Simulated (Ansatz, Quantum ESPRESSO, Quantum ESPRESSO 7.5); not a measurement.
## Ballistic transmission: Cu(111) with one reversed stacking step (an intrinsic fault)

How well does the junction conduct in the ballistic limit? It is: Cu(111) with one reversed stacking step (an intrinsic fault).

Main program and level: Quantum ESPRESSO 7.5; plane-wave DFT, PBE, GBRV ultrasoft pseudopotentials (cross-check by Ansatz 0.2.0 with PAW datasets).

## (1) The starting structure

The cell holds 14 atoms: 14 Cu. Cell: a = 2.574 Å, b = 2.574 Å, c = 29.422 Å, α = 90.0°, β = 90.0°, γ = 60.0°. It derives from Cu. Regions: left lead, 6 atoms (6 Cu); channel, 2 atoms (2 Cu); right lead, 6 atoms (6 Cu). The structure is stacked along c, and the current runs across the ab planes.

## (2) SCF with pw.x

One periodic cell holds a stretch of lead, the junction and more lead; the atoms stay as built.

Contents of scf.in:

```
&control
  prefix = 'scf'
  outdir = './out'
  pseudo_dir = './pseudo'
  calculation = 'scf'
  tprnfor = .true.
/
&system
  ibrav = 0
  nat = 14
  ntyp = 1
  ecutwfc = 40
  ecutrho = 200
  occupations = 'smearing'
  smearing = 'mv'
  degauss = 0.01
/
&electrons
  conv_thr = 1e-07
  mixing_beta = 0.25
  electron_maxstep = 120
  mixing_mode = 'local-TF'
/
ATOMIC_SPECIES
  Cu  63.5460  cu_pbe_v1.2.uspp.F.UPF
CELL_PARAMETERS angstrom
  2.57386868351903 0.00000000000000 0.00000000000000
  1.28693434175952 2.22903566593269 0.00000000000000
  0.00000000000000 0.00000000000000 29.42176971790333
ATOMIC_POSITIONS crystal
  Cu  0.000000000000 0.000000000000 0.000000000000
  Cu  0.333333333000 0.333333333000 0.071428571429
  Cu  0.666666667000 0.666666667000 0.142857142857
  Cu  0.000000000000 0.000000000000 0.214285714286
  Cu  0.333333333000 0.333333333000 0.285714285714
  Cu  0.666666667000 0.666666667000 0.357142857143
  Cu  0.333333333000 0.333333333000 0.428571428571
  Cu  0.666666667000 0.666666667000 0.500000000000
  Cu  0.000000000000 0.000000000000 0.571428571429
  Cu  0.333333333000 0.333333333000 0.642857142857
  Cu  0.666666667000 0.666666667000 0.714285714286
  Cu  0.000000000000 0.000000000000 0.785714285714
  Cu  0.333333333000 0.333333333000 0.857142857143
  Cu  0.666666667000 0.666666667000 0.928571428571
K_POINTS automatic
  11 11 1 0 0 0
```

Command:

```bash
OMP_NUM_THREADS=1 mpirun -n 8 pw.x -nk 8 -in scf.in > scf.out
```

Log:

```text
Program PWSCF v.7.5 starts
[citation notice left out]

     Parallel version (MPI & OpenMP), running on       8 processor cores
     Number of MPI processes:                 8
     Threads/MPI process:                     1

     MPI processes distributed on     1 nodes
[...]
Current dimensions of program PWSCF are:
     Max number of different atomic species (ntypx) = 10
     Max number of k-points (npk) =  40000
     Max angular momentum in pseudopotentials (lmaxx) =  4
     Message from routine setup:
     using ibrav=0 with symmetry is DISCOURAGED, use correct ibrav instead

     K-points division:     npool     =       8
     Subspace diagonalization in iterative solution of the eigenvalue problem:
     a serial algorithm will be used

     G-vector sticks info
     --------------------
     sticks:   dense  smooth     PW     G-vecs:    dense   smooth      PW
     Sum         313     253     85                54095    38839    7473

     Using Slab Decomposition

     bravais-lattice index     =            0
     lattice parameter (alat)  =       4.8639  a.u.
     unit-cell volume          =    1139.1182 (a.u.)^3
     number of atoms/cell      =           14
     number of atomic types    =            1
     number of electrons       =       266.00
     number of Kohn-Sham states=          160
     kinetic-energy cutoff     =      40.0000  Ry
     charge density cutoff     =     200.0000  Ry
     scf convergence threshold =      1.0E-07
     mixing beta               =       0.2500
     number of iterations used =            8  local-TF  mixing
     Exchange-correlation= SLA  PW   PBE  PBE
                           (   1   4   3   4   0   0   0)

     celldm(1)=   4.863907  celldm(2)=   0.000000  celldm(3)=   0.000000
     celldm(4)=   0.000000  celldm(5)=   0.000000  celldm(6)=   0.000000

     crystal axes: (cart. coord. in units of alat)
               a(1) = (   1.000000   0.000000   0.000000 )
               a(2) = (   0.500000   0.866025   0.000000 )
               a(3) = (   0.000000   0.000000  11.430952 )

     reciprocal axes: (cart. coord. in units 2 pi/alat)
               b(1) = (  1.000000 -0.577350  0.000000 )
               b(2) = (  0.000000  1.154701  0.000000 )
               b(3) = (  0.000000  0.000000  0.087482 )

     PseudoPot. # 1 for Cu read from file:
     ./pseudo/cu_pbe_v1.2.uspp.F.UPF
     Pseudo is Ultrasoft + core correction, Zval = 19.0
     Generated by new atomic code, or converted to UPF format
     Using radial grid of  867 points,  6 beta functions with:
                l(1) =   0
                l(2) =   0
                l(3) =   1
                l(4) =   1
                l(5) =   2
                l(6) =   2
     Q(r) pseudized with  8 coefficients,  rinner =    1.150   1.150   1.150
                                                       1.150   1.150

     atomic species   valence    mass     pseudopotential
     Cu               19.00    63.54600     Cu( 1.00)

      6 Sym. Ops. (no inversion) found

   Cartesian axes

     site n.     atom                  positions (alat units)
         1        Cu     tau(   1) = (   0.0000000   0.0000000   0.0000000  )
         2        Cu     tau(   2) = (   0.5000000   0.2886751   0.8164966  )
         3        Cu     tau(   3) = (   1.0000000   0.5773503   1.6329932  )
         4        Cu     tau(   4) = (   0.0000000   0.0000000   2.4494897  )
         5        Cu     tau(   5) = (   0.5000000   0.2886751   3.2659863  )
         6        Cu     tau(   6) = (   1.0000000   0.5773503   4.0824829  )
         7        Cu     tau(   7) = (   0.5000000   0.2886751   4.8989795  )
         8        Cu     tau(   8) = (   1.0000000   0.5773503   5.7154761  )
         9        Cu     tau(   9) = (   0.0000000   0.0000000   6.5319726  )
        10        Cu     tau(  10) = (   0.5000000   0.2886751   7.3484692  )
        11        Cu     tau(  11) = (   1.0000000   0.5773503   8.1649658  )
        12        Cu     tau(  12) = (   0.0000000   0.0000000   8.9814624  )
        13        Cu     tau(  13) = (   0.5000000   0.2886751   9.7979590  )
        14        Cu     tau(  14) = (   1.0000000   0.5773503  10.6144556  )

     number of k points=    16  Marzari-Vanderbilt smearing, width (Ry)=  0.0100
                       cart. coord. in units 2pi/alat
        k(    1) = (   0.0000000   0.0000000   0.0000000), wk =   0.0165289
        k(    2) = (   0.0000000   0.1049728   0.0000000), wk =   0.0991736
        k(    3) = (   0.0000000   0.2099456   0.0000000), wk =   0.0991736
        k(    4) = (   0.0000000   0.3149183   0.0000000), wk =   0.0991736
        k(    5) = (   0.0000000   0.4198911   0.0000000), wk =   0.0991736
        k(    6) = (   0.0000000   0.5248639   0.0000000), wk =   0.0991736
        k(    7) = (   0.0909091   0.1574592   0.0000000), wk =   0.0991736
        k(    8) = (   0.0909091   0.2624319   0.0000000), wk =   0.1983471
        k(    9) = (   0.0909091   0.3674047   0.0000000), wk =   0.1983471
        k(   10) = (   0.0909091   0.4723775   0.0000000), wk =   0.1983471
[...]
k(   16) = (   0.2727273  -0.5773503   0.0000000), wk =   0.0991736

     Dense  grid:    54095 G-vectors     FFT dimensions: (  24,  24, 256)

     Smooth grid:    38839 G-vectors     FFT dimensions: (  20,  20, 225)

     Estimated max dynamical RAM per process >     164.57 MB

     Estimated total dynamical RAM >       1.20 GB

     Check: negative core charge=   -0.000002

     Initial potential from superposition of free atoms

     starting charge     252.0000, renormalised to     266.0000
     Starting wfcs are  182 randomized atomic wfcs

     total cpu time spent up to now is        1.5 secs

     per-process dynamical memory:   103.3 Mb

     Self-consistent Calculation

     iteration #  1     ecut=    40.00 Ry     beta= 0.25
     Davidson diagonalization with overlap
     ethr =  1.00E-02,  avg # of iterations =  3.1

     total cpu time spent up to now is        6.6 secs

     total energy              =   -5652.27358954 Ry
     estimated scf accuracy    <      72.11746240 Ry

     iteration #  2     ecut=    40.00 Ry     beta= 0.25
[...]
total energy              =   -5649.17409914 Ry
     estimated scf accuracy    <      17.07796269 Ry

     iteration #  3     ecut=    40.00 Ry     beta= 0.25
[...]
total energy              =   -5652.91396116 Ry
     estimated scf accuracy    <       0.28042736 Ry

[...]
-54.1857 -54.1856 -54.1848 -54.1832 -54.1820 -54.1791 -54.1778 -54.1735
     7.4152   7.5858   7.5915   8.0945   8.0997   8.8941   8.8976   9.8547
     9.8821  10.7033  10.7582  11.1228  11.1618  11.2287  12.0639  12.1086
    12.1496  12.2135  12.2328  12.2815  12.2911  12.2982  12.3190  12.3817
    12.4215  12.4430  12.4935  12.4985  12.5215  12.6196  12.6518  12.6687
    12.7336  12.7553  12.7865  12.8039  12.8676  12.8741  12.8754  12.8950
    12.8984  12.9074  12.9454  12.9849  13.0184  13.0242  13.0275  13.0458
    13.0538  13.0605  13.0926  13.0981  13.1611  13.1648  13.1960  13.2050
    13.2305  13.2309  13.2447  13.3149  13.3690  13.4322  13.4520  13.5056
    13.5428  13.5446  13.6216  13.6853  13.6926  13.6939  13.7824  13.9068
    13.9258  13.9789  14.0073  14.0454  14.0615  14.1075  14.3940  14.7773
    15.0388  16.0137  16.1169  17.0963  19.6361  21.1779  21.2037  23.9003
    23.9352  27.0349  27.0554  28.9013  29.0429  29.1020  29.5294  29.5547
    30.3613  30.3881  30.4818  30.6635  31.5427  31.5900  32.7068  32.8820

          k = 0.0000 0.3149 0.0000 (  4852 PWs)   bands (ev):

   -96.8392 -96.8392 -96.8357 -96.8356 -96.8342 -96.8330 -96.8317 -96.8309
   -96.8307 -96.8299 -96.8282 -96.8267 -96.8233 -96.8192 -54.2584 -54.2574
   -54.2534 -54.2511 -54.2507 -54.2489 -54.2462 -54.2451 -54.2402 -54.2370
   -54.2347 -54.2330 -54.2325 -54.2296 -54.2261 -54.2251 -54.2247 -54.2207
   -54.2152 -54.2103 -54.2102 -54.2101 -54.2070 -54.2061 -54.2050 -54.2028
   -54.2009 -54.2000 -54.1980 -54.1974 -54.1971 -54.1948 -54.1936 -54.1930
   -54.1900 -54.1899 -54.1876 -54.1875 -54.1871 -54.1831 -54.1822 -54.1776
     8.6050   8.7430   8.7692   9.1750   9.2078   9.8424   9.8500  10.5227
    10.6460  11.0648  11.3241  11.3887  11.5481  11.6164  11.7508  11.7774
    11.8183  11.8908  11.9208  12.0086  12.0546  12.1702  12.2322  12.2612
    12.3017  12.3620  12.3790  12.4069  12.4621  12.4737  12.5718  12.6658
    12.7290  12.7726  12.8034  12.8575  12.8615  12.8672  12.8808  12.8871
    12.9359  12.9518  12.9924  12.9938  13.0746  13.0905  13.0968  13.1371
    13.2499  13.2951  13.3165  13.3811  13.4476  13.4553  13.4618  13.4810
    13.5085  13.5200  13.5315  13.5526  13.5621  13.5798  13.5992  13.6392
    13.6834  13.6887  13.7091  13.7624  13.7985  13.8220  13.8562  13.8754
    13.9825  14.0420  14.0992  14.1279  14.2443  14.3481  14.9113  15.5166
    15.9264  17.1793  17.3992  18.8118  20.1402  22.0209  22.0866  24.3411
    24.8347  24.9650  25.1145  25.5537  25.5966  25.7916  26.4323  26.5661
    27.5582  27.7321  27.9609  28.3243  29.0231  29.2637  30.5756  30.7722

          k = 0.0000 0.4199 0.0000 (  4858 PWs)   bands (ev):

   -96.8362 -96.8362 -96.8331 -96.8331 -96.8313 -96.8306 -96.8296 -96.8289
   -96.8288 -96.8282 -96.8268 -96.8256 -96.8209 -96.8178 -54.2671 -54.2670
   -54.2649 -54.2641 -54.2624 -54.2600 -54.2594 -54.2563 -54.2550 -54.2535
   -54.2521 -54.2499 -54.2468 -54.2422 -54.2363 -54.2347 -54.2267 -54.2212
   -54.2176 -54.2160 -54.2159 -54.2119 -54.2107 -54.2104 -54.2083 -54.2071
   -54.2060 -54.2059 -54.2035 -54.2017 -54.2011 -54.1995 -54.1973 -54.1962
   -54.1946 -54.1940 -54.1939 -54.1915 -54.1896 -54.1877 -54.1864 -54.1827
     9.9501   9.9746  10.1013  10.1915  10.3520  10.5645  10.6050  10.8270
    11.0154  11.0416  11.2638  11.4195  11.4786  11.5123  11.5456  11.5794
    11.6372  11.6755  11.7190  11.8291  11.8701  12.0194  12.1043  12.2936
    12.3779  12.5411  12.5619  12.6307  12.6911  12.7091  12.7223  12.7477
    12.7657  12.7698  12.7886  12.8099  12.8520  12.8552  12.9201  12.9673
    13.0274  13.0291  13.1440  13.1558  13.2635  13.2965  13.4280  13.5015
    13.5081  13.6835  13.7182  13.7197  13.8006  13.8046  13.8465  13.8500
    13.8667  13.8763  13.8911  13.8997  13.9164  13.9209  13.9370  13.9376
    13.9559  13.9667  13.9750  13.9802  14.0057  14.0279  14.0613  14.0670
    14.1151  14.1301  14.1351  14.1502  14.5966  14.9386  15.6759  16.4380
    17.1092  18.2420  18.8891  20.0633  20.9477  21.0608  21.2622  21.5558
    22.0896  22.5579  22.8935  23.4692  23.6542  24.0469  24.2902  24.6104
    25.4114  25.8518  26.2325  26.8789  27.1290  27.6189  28.6567  29.1493

          k = 0.0000 0.5249 0.0000 (  4870 PWs)   bands (ev):

   -96.8343 -96.8343 -96.8318 -96.8318 -96.8294 -96.8291 -96.8283 -96.8277
   -96.8277 -96.8272 -96.8261 -96.8252 -96.8193 -96.8171 -54.2783 -54.2780
   -54.2739 -54.2725 -54.2723 -54.2704 -54.2681 -54.2673 -54.2652 -54.2645
   -54.2622 -54.2612 -54.2600 -54.2529 -54.2254 -54.2235 -54.2202 -54.2194
   -54.2193 -54.2168 -54.2152 -54.2151 -54.2135 -54.2131 -54.2123 -54.2117
   -54.2105 -54.2086 -54.2071 -54.2038 -54.2031 -54.2028 -54.2015 -54.1996
   -54.1975 -54.1964 -54.1954 -54.1940 -54.1925 -54.1902 -54.1889 -54.1869
    10.6352  10.6742  10.7566  10.8160  10.8950  10.9215  10.9547  10.9811
    11.0341  11.0619  11.1094  11.2680  11.2961  11.3777  11.4140  11.4224
    11.4755  11.5602  11.6206  11.7688  11.7858  11.9757  12.0725  12.3145
    12.4008  12.5536  12.6256  12.6745  12.6886  12.6944  12.7378  12.7446
    12.7604  12.7650  12.8387  12.9110  12.9450  13.0492  13.1121  13.1705
    13.1831  13.2101  13.2513  13.4843  13.5160  13.5831  13.6803  13.7926
    13.7993  13.8350  13.9277  13.9824  14.0139  14.0515  14.0529  14.0577
    14.0608  14.0617  14.0709  14.0791  14.0888  14.1063  14.1104  14.1248
    14.1382  14.1443  14.1498  14.1579  14.1874  14.2055  14.4447  14.8010
    15.0735  15.2628  15.4106  15.6106  15.8176  16.2948  16.3228  17.1878
    17.2925  17.8316  17.8841  18.0476  19.4977  19.6471  19.9660  20.2164
    20.9951  21.3502  21.4432  22.3084  22.8786  23.2158  23.3217  23.9715
    24.1818  24.7464  25.4443  25.9608  26.2948  26.7151  27.5638  28.0954

[...]
the Fermi energy is    15.6780 ev

!    total energy              =   -5652.95674506 Ry
     estimated scf accuracy    <          8.3E-09 Ry
     smearing contrib. (-TS)   =       0.00021241 Ry
     internal energy E=F+TS    =   -5652.95695747 Ry

     The total energy is F=E-TS. E is the sum of the following terms:
     one-electron contribution =   -3796.26466890 Ry
     hartree contribution      =    2055.26948445 Ry
     xc contribution           =    -543.28914716 Ry
     ewald contribution        =   -3368.67262586 Ry

     convergence has been achieved in  14 iterations

     Forces acting on atoms (cartesian axes, Ry/au):

     atom    1 type  1   force =     0.00000000    0.00000000   -0.00002568
     atom    2 type  1   force =     0.00000000    0.00000000   -0.00001883
     atom    3 type  1   force =     0.00000000    0.00000000   -0.00013262
     atom    4 type  1   force =     0.00000000    0.00000000    0.00000014
     atom    5 type  1   force =     0.00000000    0.00000000   -0.00048059
     atom    6 type  1   force =     0.00000000    0.00000000   -0.00064057
     atom    7 type  1   force =     0.00000000    0.00000000    0.00065548
     atom    8 type  1   force =     0.00000000    0.00000000    0.00050509
     atom    9 type  1   force =     0.00000000    0.00000000    0.00001062
     atom   10 type  1   force =     0.00000000    0.00000000    0.00012314
     atom   11 type  1   force =     0.00000000    0.00000000    0.00001002
     atom   12 type  1   force =     0.00000000    0.00000000    0.00001613
     atom   13 type  1   force =     0.00000000    0.00000000   -0.00000487
     atom   14 type  1   force =     0.00000000    0.00000000   -0.00001745

     Total force =     0.001166     Total SCF correction =     0.000433
     SCF correction compared to forces is large: reduce conv_thr to get better values

[...]
=------------------------------------------------------------------------------=
   JOB DONE.
=------------------------------------------------------------------------------=
```

It took 63 s on 8 MPI ranks of Arm Neoverse V2, shared host; peak memory 1.6 GiB.

Read from the output:

- free energy: -76912.3947 eV
- Fermi energy: 15.68 eV

The run needed 14 iterations to bring the estimated error under 1e-07 Ry; the largest force on any atom, held or free, is 0.02 eV/Å.

(Continued in part 2 of 3.)

[Logs are printed without paths, hosts, clocks, repeated set-up lines and the standing remarks that a program may print on its own settings, such as how far it seeks lower states.]

[Hosts, paths, dates, database ids (printed as entryN), source tags and the programs' standing remarks are cut or masked in the printed files.]

[Maps of the electrostatic potential energy from Ansatz leave out the sawtooth potential of an applied field or a dipole correction, so their vacuum need not be flat; planar profiles and work functions include it.]
